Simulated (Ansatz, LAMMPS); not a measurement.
# Amorphous 75TiO2-25Al2O3 (mol %) (84 atoms): geometry optimisation, part 2 of 4

Aim: bring amorphous 75TiO2-25Al2O3 (mol %) (84 atoms) to a nearby minimum of the energy and see what moves.

Ansatz 0.2.0; Kohn-Sham DFT, PBE, PAW (set soft_2), plane waves.

The cell: 18 Ti, 12 Al and 54 O. The quench rate of 50 K/ps is many orders above laboratory rates. The starting topology of bonds comes from the classical model. Only the Γ point is sampled in the main run, in a cell whose shortest periodic width is 10 Å.

So far. Step 3 (Single point at the start): Neighbours are counted within 2.64 Å (O-Ti), 2.19 Å (O-Al).

**4. Cell and atoms relaxed**

Cell and atoms are freed together, to release stress as well as forces.

input.yaml reads:

```yaml
crystal:
  lattice:
    - [10.0183, 0.0, 0.0]
    - [0.0, 10.0183, 0.0]
    - [0.0, 0.0, 10.0183]
  atoms:
    [... the 84 atom lines of step 3 ...]
kpoints:
  mp_grid: { grid: [1, 1, 1] }
hamiltonian:
  xc: pbe
scf:
  occupations: { method: fermi_dirac, width: 0.025 }
output:
  forces: true
relax:
  f_tol: 0.04
  max_steps: 250
  cell: {}
```

Launch:

```
ansatz run input.yaml --threads 4 --pin off --max-ram 8192MiB --backend cpu --events-out ev --progress --plain --runs-dir out
```

Numbers of over 12 decimals in the logs are rounded to 6 here.

The program printed:

```text
[...]
Crystal: 84 atoms, lattice volume = 1005.500 Å³
Basis set: ecut = 420 eV, 19597 PW (Γ), exchange–correlation on 144×144×144 points (8 copies of the dense FFT grid, shifted against one another)
Bands: 372, of which v1, the nominal top of the filled ones, is band 288 counted from 1 (287 counted from 0)
Symmetry: 1 space group operations
[...]
k-points: 1
[...]
SCF iter   1: F=—  HF=-82190.598634 eV  |F-HF|=—  |Δ(HF+E_count)|=         —  Δρ=4.24e-3  dr2=1.54e-1  ethr=1.77e-3  ⟨swp⟩=5.0  Hψ=1402  notcnv=0  defer=56
[...]
SCF iter  11: F=-82190.586916 eV  HF=-82190.586916 eV  |F-HF|=3.97e-8  |Δ(HF+E_count)|=   9.30e-8  Δρ=2.53e-6  dr2=7.24e-8  ethr=1.74e-11  ⟨swp⟩=2.0  Hψ=1119  notcnv=0
SCF 1 converged in 11 iterations: F = -82190.586916 eV  dr2 = 7.24e-8
[...]
relax step   1: F+E_penalty+E_count = -82190.58691612 eV  Δ(F+E_penalty+E_count) = +0.000e0 eV  max|allowed force component| = 2.288e0 eV/Å  Δτ_max = 0.0000 Å  P = +13.111 GPa  Ω = 1005.500 Å³  (11 SCF iters, dr2 threshold 1.00e-7 eV, accepted)
[... from here on, the SCF cycles and remarks between the steps are left out ...]
relax step   2: F+E_penalty+E_count = -82194.34609019 eV  Δ(F+E_penalty+E_count) = -3.759e0 eV  max|allowed force component| = 1.455e0 eV/Å  Δτ_max = 0.1132 Å  P = +4.188 GPa  Ω = 1051.470 Å³  energy of the carried Pulay correction = -1.796e-1 eV  (10 SCF iters, dr2 threshold 8.40e-6 eV, accepted)
relax step   3: F+E_penalty+E_count = -82195.44338193 eV  Δ(F+E_penalty+E_count) = -1.097e0 eV  max|allowed force component| = 6.383e-1 eV/Å  Δτ_max = 0.0792 Å  P = -0.399 GPa  Ω = 1079.208 Å³  energy of the carried Pulay correction = -2.841e-1 eV  (10 SCF iters, dr2 threshold 8.40e-6 eV, accepted)
relax step   4: F+E_penalty+E_count = -82195.99083915 eV  Δ(F+E_penalty+E_count) = -5.475e-1 eV  max|allowed force component| = 5.395e-1 eV/Å  Δτ_max = 0.2000 Å  P = -0.244 GPa  Ω = 1079.832 Å³  energy of the carried Pulay correction = -2.864e-1 eV  (10 SCF iters, dr2 threshold 8.40e-6 eV, accepted)
relax step   5: F+E_penalty+E_count = -82196.09929579 eV  Δ(F+E_penalty+E_count) = -1.085e-1 eV  max|allowed force component| = 7.880e-1 eV/Å  Δτ_max = 0.2000 Å  P = +0.072 GPa  Ω = 1079.051 Å³  energy of the carried Pulay correction = -2.835e-1 eV  (9 SCF iters, dr2 threshold 8.40e-6 eV, accepted)
relax step   6: F+E_penalty+E_count = -82196.12656077 eV  Δ(F+E_penalty+E_count) = -2.726e-2 eV  max|allowed force component| = 3.800e-1 eV/Å  Δτ_max = 0.2000 Å  P = +0.039 GPa  Ω = 1077.500 Å³  energy of the carried Pulay correction = -2.777e-1 eV  (9 SCF iters, dr2 threshold 8.40e-6 eV, accepted)
relax step   7: F+E_penalty+E_count = -82196.17818838 eV  Δ(F+E_penalty+E_count) = -5.163e-2 eV  max|allowed force component| = 1.789e-1 eV/Å  Δτ_max = 0.1819 Å  P = +0.074 GPa  Ω = 1076.668 Å³  energy of the carried Pulay correction = -2.746e-1 eV  (9 SCF iters, dr2 threshold 8.40e-6 eV, accepted)
relax step   8: F+E_penalty+E_count = -82196.18662151 eV  Δ(F+E_penalty+E_count) = -8.433e-3 eV  max|allowed force component| = 9.796e-2 eV/Å  Δτ_max = 0.0491 Å  P = -0.023 GPa  Ω = 1078.435 Å³  energy of the carried Pulay correction = -2.812e-1 eV  (9 SCF iters, dr2 threshold 2.00e-6 eV, accepted)
relax step   9: F+E_penalty+E_count = -82196.19473060 eV  Δ(F+E_penalty+E_count) = -8.109e-3 eV  max|allowed force component| = 5.940e-2 eV/Å  Δτ_max = 0.0284 Å  P = +0.004 GPa  Ω = 1077.239 Å³  energy of the carried Pulay correction = -2.768e-1 eV  (9 SCF iters, dr2 threshold 6.00e-7 eV, accepted)
relax step  10: F+E_penalty+E_count = -82196.19394273 eV  Δ(F+E_penalty+E_count) = +7.879e-4 eV  max|allowed force component| = 2.010e-2 eV/Å  Δτ_max = 0.0211 Å  P = -0.008 GPa  Ω = 1077.961 Å³  energy of the carried Pulay correction = -2.795e-1 eV  (9 SCF iters, dr2 threshold 2.21e-7 eV, accepted)
relax step  11: F+E_penalty+E_count = -82196.66261967 eV  Δ(F+E_penalty+E_count) = -4.687e-1 eV  max|allowed force component| = 2.022e-2 eV/Å  Δτ_max = 0.0000 Å  P = +0.712 GPa  Ω = 1077.961 Å³  stress off target by 1.06e0 GPa  SCF on the basis re-selected at this cell (its energy is not comparable with the rows above)  (11 SCF iters)
relax step  12: F+E_penalty+E_count = -82196.66205244 eV  Δ(F+E_penalty+E_count) = +5.672e-4 eV  max|allowed force component| = 6.900e-2 eV/Å  Δτ_max = 0.0551 Å  P = +0.303 GPa  Ω = 1084.582 Å³  energy of the carried Pulay correction = -2.473e-2 eV  (9 SCF iters, dr2 threshold 2.81e-6 eV, accepted)
relax step  13: F+E_penalty+E_count = -82196.64341218 eV  Δ(F+E_penalty+E_count) = +1.864e-2 eV  max|allowed force component| = 1.015e-1 eV/Å  Δτ_max = 0.0125 Å  P = -0.356 GPa  Ω = 1089.672 Å³  energy of the carried Pulay correction = -4.472e-2 eV  (9 SCF iters, dr2 threshold 4.07e-7 eV, accepted)
relax step  14: F+E_penalty+E_count = -82196.65406560 eV  Δ(F+E_penalty+E_count) = -1.065e-2 eV  max|allowed force component| = 5.489e-2 eV/Å  Δτ_max = 0.0196 Å  P = +0.020 GPa  Ω = 1088.429 Å³  energy of the carried Pulay correction = -3.970e-2 eV  (9 SCF iters, dr2 threshold 6.43e-7 eV, accepted)
relax step  15: F+E_penalty+E_count = -82196.65386368 eV  Δ(F+E_penalty+E_count) = +2.019e-4 eV  max|allowed force component| = 3.433e-2 eV/Å  Δτ_max = 0.0253 Å  P = -0.003 GPa  Ω = 1088.446 Å³  energy of the carried Pulay correction = -3.977e-2 eV  (9 SCF iters, dr2 threshold 1.88e-7 eV, accepted)
relax step  16: F+E_penalty+E_count = -82196.70073549 eV  Δ(F+E_penalty+E_count) = -4.687e-2 eV  max|allowed force component| = 3.456e-2 eV/Å  Δτ_max = 0.0000 Å  P = +0.022 GPa  Ω = 1088.446 Å³  stress off target by 6.49e-2 GPa  SCF on the basis re-selected at this cell (its energy is not comparable with the rows above)  (8 SCF iters)
relax step  17: F+E_penalty+E_count = -82196.70038856 eV  Δ(F+E_penalty+E_count) = +3.469e-4 eV  max|allowed force component| = 1.355e-2 eV/Å  Δτ_max = 0.0183 Å  P = +0.012 GPa  Ω = 1088.942 Å³  energy of the carried Pulay correction = -1.735e-3 eV  (11 SCF iters, dr2 threshold 1.05e-8 eV, accepted)
relax step  18: F+E_penalty+E_count = -82196.70116052 eV  Δ(F+E_penalty+E_count) = -7.720e-4 eV  max|allowed force component| = 1.356e-2 eV/Å  Δτ_max = 0.0000 Å  P = +0.013 GPa  Ω = 1088.942 Å³  stress off target by 2.17e-2 GPa  SCF on the basis re-selected at this cell (its energy is not comparable with the rows above)  (6 SCF iters)
[...]
SCF converged after 6 iterations
Free energy (F): -82196.701161 eV
[...]
Internal energy: -82196.701161 eV  (E = F + TS)
E sigma→0 (E₀):  -82196.701161 eV
Fermi energy:    6.157585 eV
[...]
--- Forces (eV/Å), atoms counted from 1 ---
  atom   1  Ti     0.01050325     0.00820454     0.00012265
  atom   2  Ti    -0.01026895    -0.00399358     0.00678642
  atom   3  Ti     0.00218334    -0.00228045     0.00905217
  atom   4  Ti     0.00392375     0.00199994     0.00149044
  atom   5  Ti    -0.00906962     0.00361348    -0.00005196
  atom   6  Ti    -0.00654963     0.00553893     0.00128746
  atom   7  Ti    -0.00113181    -0.00585022     0.00057384
  atom   8  Ti     0.00275357     0.00174034     0.00603942
  atom   9  Ti     0.00119604    -0.00041701    -0.00092733
  atom  10  Ti     0.00019480    -0.00047153     0.00553315
  atom  11  Ti     0.00233625     0.00334643     0.00455207
  atom  12  Ti    -0.00108358    -0.00073951    -0.00483393
  atom  13  Ti    -0.00435875    -0.00589196     0.00500706
  atom  14  Ti    -0.00217909     0.00141248     0.00027943
[...]
atom  83  O      0.00832970     0.00106504    -0.00639791
  atom  84  O     -0.00111996     0.00077621    -0.00219311
  max |Σ_I F_I| component: 1.12e-4 eV/Å
--- Stress (GPa, compression-positive) ---
        0.014184      -0.005210      -0.002223
       -0.005216       0.015855       0.003717
       -0.002222       0.003727       0.008398
  P = ⅓ Tr σ = 0.0128 GPa (0.128 kbar)
--- Relaxed structure (15 steps of the walk, 15 accepted, 3 SCFs on fresh bases) ---
  F+E_penalty+E_count = -82196.70116052 eV   max|allowed force component| = 1.356e-2 eV/Å   (the final SCF, on the basis selected at the relaxed cell)
  cell:  # Å, volume = 1088.9420 Å³
    - [10.266214, 0.119919, -0.065641]
    - [0.119919, 10.182980, -0.176390]
    - [-0.065641, -0.176390, 10.421327]
  atoms:
    - { symbol: Ti, position: [0.964297, 0.494104, 0.846846] }
    - { symbol: Ti, position: [0.240762, 0.287112, 0.329250] }
    - { symbol: Ti, position: [0.786931, 0.103065, 0.261222] }
    - { symbol: Ti, position: [0.246826, 0.923948, 0.275392] }
[...]
- { symbol: O, position: [0.486140, 0.395614, 0.974670] }
```

It took 3.8 min on 4 threads of Arm Neoverse V1, shared host; peak memory 1.4 GiB.

The steps of the relaxation:

```
step  energy less that of the first step (eV)  largest force component (eV/Å)  pressure (GPa)  volume (Å³)
   1                                   0.0000                          2.2884           13.11      1005.50
   2                                  -3.7592                          1.4554            4.19      1051.47
   3                                  -4.8565                          0.6383           -0.40      1079.21
   4                                  -5.4039                          0.5395           -0.24      1079.83
   5                                  -5.5124                          0.7880            0.07      1079.05
   6                                  -5.5396                          0.3800            0.04      1077.50
   7                                  -5.5913                          0.1789            0.07      1076.67
   8                                  -5.5997                          0.0980           -0.02      1078.44
   9                                  -5.6078                          0.0594            0.00      1077.24
  10                                  -5.6070                          0.0201           -0.01      1077.96
 11*                                  -6.0757                          0.0202            0.71      1077.96
  12                                  -6.0751                          0.0690            0.30      1084.58
  13                                  -6.0565                          0.1015           -0.36      1089.67
  14                                  -6.0672                          0.0549            0.02      1088.43
  15                                  -6.0669                          0.0343            0.00      1088.45
 16*                                  -6.1138                          0.0346            0.02      1088.45
  17                                  -6.1135                          0.0136            0.01      1088.94
 18*                                  -6.1142                          0.0136            0.01      1088.94
```

Relaxation steps marked * repeat the geometry before them on a plane-wave basis chosen anew for their cell, so energy and pressure can jump there.

```
     cell as run  before   after  change
           a (Å)  10.018  10.267  +2.5 %
           b (Å)  10.018  10.185  +1.7 %
           c (Å)  10.018  10.423  +4.0 %
           α (°)   90.00   91.97  +2.2 %
           β (°)   90.00   90.74  +0.8 %
           γ (°)   90.00   88.65  -1.5 %
volume (Å³/atom)   11.97   12.96  +8.3 %
```

The atoms that moved most (Å, as changes of fractional coordinates times the final cell):

```
atom      dx      dy      dz  length
 O51   0.076  -0.215  -0.292   0.371
 O78  -0.069  -0.099  -0.304   0.327
Al23   0.274   0.102   0.144   0.326
 O39  -0.209  -0.193   0.139   0.316
 O74   0.062  -0.154  -0.252   0.302
 O73   0.185   0.049   0.222   0.293
 O52   0.076   0.236   0.147   0.288
 O54   0.255   0.069   0.002   0.264
```

The relaxation changed the energy by -72.8 meV/atom, and atoms moved by 0.18 Å r.m.s., 0.37 Å at most.

**5. Structure statistics after relaxation**

Bonds before and after, by the cutoffs listed below:

```
pair  bonds before  bonds after  mean before (Å)  mean after (Å)  spread before (Å)  spread after (Å)
O-Ti            85           85            1.872           1.920              0.145             0.156
O-Al            53           53            1.814           1.833              0.159             0.104
```

Density 3.13 g/cm³, 12.96 Å³ an atom.

g(r), total and by pair (bins of 0.2 Å):

```
r (Å)  total   O-O  O-Ti  O-Al  Ti-Ti  Ti-Al  Al-Al
 1.70   1.67  0.00  2.46  5.40   0.00   0.00   0.00
 1.90   2.50  0.00  5.96  4.63   0.00   0.00   0.00
 2.10   0.49  0.00  1.38  0.60   0.00   0.00   0.00
 2.30   0.17  0.00  0.60  0.00   0.00   0.00   0.00
 2.50   0.29  0.65  0.08  0.00   0.00   0.00   0.00
 2.70   0.78  1.81  0.00  0.00   0.00   0.53   0.00
 2.90   1.88  3.77  0.32  0.55   0.00   1.88   0.76
 3.10   1.04  1.85  0.14  0.21   0.27   1.63   4.30
 3.30   0.84  0.68  0.40  0.61   1.92   3.33   2.19
 3.50   1.06  0.94  0.75  1.09   2.60   2.29   0.00
 3.70   0.99  0.65  1.15  1.36   2.36   0.30   1.34
 3.90   0.87  0.54  1.46  1.00   0.88   0.27   0.38
 4.10   0.99  0.42  1.77  1.40   0.64   0.35   0.70
 4.30   1.23  0.61  1.85  1.96   1.02   0.65   0.96
 4.50   1.20  0.83  1.44  1.77   0.67   1.38   0.86
 4.70   0.89  0.77  0.98  0.97   0.96   1.17   0.54
 4.90   0.90  0.99  0.81  0.81   0.89   0.93   1.01
```

Bonds by pair of elements; cutoffs follow the first minimum of g(r), held within bounds set by covalent radii, and pairs that aren't listed don't count as bonded:

```
pair A-B  cutoff (Å)  bonds  mean length (Å)  spread (Å)  shortest (Å)  B about A  A about B
    O-Ti        2.64     85             1.92       0.156          1.73       1.57       4.72
    O-Al        2.49     53             1.83       0.104           1.7      0.981       4.42
```

How many atoms have how many bonded neighbours:

```
element  mean   2   3  4  5  6
     Al  4.42   0   0  8  3  1
      O  2.56  24  30  0  0  0
     Ti  4.72   0   0  7  9  2
```

Bond angles, per cent of each kind in bins of 5°:

```
angle (°)  O-Ti-O  O-Al-O  Al-O-Ti  Ti-O-Ti  Al-O-Al
    70–75     2.5     0.0      0.0      0.0      0.0
    75–80     8.0     3.2      0.0      0.0      0.0
    80–85     1.8     4.3      0.0      0.0      0.0
    85–90    11.7     9.7      0.0      0.0      0.0
    90–95     8.0    11.8     16.1      0.0      0.0
   95–100     9.9     8.6      8.1      2.7      0.0
  100–105    12.3     8.6      8.1      2.7      6.7
  105–110    11.7    16.1      1.6      5.4      0.0
  110–115    10.5    11.8      3.2      0.0     20.0
  115–120     6.2    10.8     14.5     18.9      6.7
  120–125     3.7     5.4     11.3      8.1     20.0
  125–130     0.6     0.0     12.9      2.7     13.3
  130–135     1.2     0.0      1.6     16.2      6.7
  135–140     0.6     1.1      6.5     13.5     13.3
  140–145     0.0     2.1      3.2      5.4     13.3
  145–150     1.2     0.0      1.6      5.4      0.0
  150–155     1.2     0.0      4.8     10.8      0.0
  155–160     4.3     0.0      1.6      0.0      0.0
  160–165     1.2     2.1      1.6      5.4      0.0
  165–170     1.2     2.1      1.6      2.7      0.0
  170–175     1.8     2.1      1.6      0.0      0.0
```

Bond angles (no mean is given where the spread exceeds 20°):

```
  angle  count  mean (°)  spread (°)
 O-Ti-O    162         -           -
 O-Al-O     93         -           -
Al-O-Ti     62         -           -
Ti-O-Ti     37       132        16.9
Al-O-Al     15       125        11.7
```

Oxygen atoms by the number of network formers (Si, P, Ge, B, Al, As, Ga) bound to them:

```
network formers bound to O  O atoms  per cent
                         0       15      27.8
                         1       26      48.1
                         2       12      22.2
                         3        1       1.9
```

Network units: each former by its oxygen neighbours and how many of them bridge to another former:

```
former  O neighbours  bridging O  atoms
    Al             4           0      1
    Al             4           1      1
    Al             4           2      4
    Al             4           3      2
    Al             5           3      3
    Al             6           3      1
```

Bond length by coordination (bonds to H left out):

```
element  coordination  atoms  mean bond length (Å)
     Al             4      8                  1.78
     Al             5      3                   1.9
     Al             6      1                  1.96
      O             2     24                  1.80
      O             3     30                  1.93
     Ti             4      7                  1.83
     Ti             5      9                  1.94
     Ti             6      2                  2.04
```

Rings of the network by King's shortest-path rule, up to 12 atoms, one path for each pair of neighbours; H, halogens, alkali and alkaline-earth atoms are left out, and the last column divides by all other atoms, bonded or not:

```
ring size (atoms)  rings  per network atom
                4     12             0.143
                6     21              0.25
                8     58              0.69
               10     44             0.524
               12      8             0.095
```

With the cutoffs above, 67 % of Al atoms have 4, 56 % of O atoms have 3 and 50 % of Ti atoms have 5 bonded neighbours. Counting bonds to Al alone, not to Ti, 22 % of the oxygens join two of these atoms and 48 % one; 2 % join three; 28 % join none. The commonest Al unit has 4 oxygens, 2 of them shared with other formers (4 of 12 atoms). Rings of 8 atoms are the most common (41 % of those counted); sizes run from 4 to 12, where the search stops.

[end of part 2 of 4]

[Logs are printed without paths, hosts, clocks, repeated set-up lines and the standing remarks that a program may print on its own settings, such as how far it seeks lower states.]

[Hosts, paths, dates, database ids (printed as entryN), source tags and the programs' standing remarks are cut or masked in the printed files.]
